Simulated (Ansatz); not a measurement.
## A computed optical spectrum

Method: Ansatz, r2SCAN, independent particles, without spin-orbit coupling, line width 0.15 eV (Gaussian); metals get a typed carrier damping. The response is along the first axis of the cell.

(E (eV), Im ε): (0.50, 45.90), (1.00, 17.35), (1.50, 5.95), (2.00, 10.88), (2.50, 13.32), (3.00, 10.66), (3.50, 4.73), (4.00, 3.56), (4.50, 3.62), (5.00, 3.63), (5.50, 3.15), (6.00, 3.34), (6.50, 3.37), (7.00, 3.33), (7.50, 3.40), (8.00, 3.69), (8.50, 4.29), (9.00, 3.34), (9.50, 3.27), (10.00, 2.78), (10.50, 2.54), (11.00, 2.27), (11.50, 2.05), (12.00, 1.88)

Task: To which candidate does it belong?
A. ZnCu (Pm-3m)
B. ZnInGaO4 (R3m)
C. ZnAu (Pm-3m)

Result: C. ZnAu (Pm-3m): a metal, with a Drude term, main peak of the conductivity above 1 eV at 8.51 eV. The others: ZnCu (Pm-3m), a metal, with a Drude term, main peak of the conductivity above 1 eV at 3.28 eV; ZnInGaO4 (R3m), least direct gap 1.53 eV, ε∞ = 4.22 along the first axis, strongest peak along the first axis at 9.30 eV.
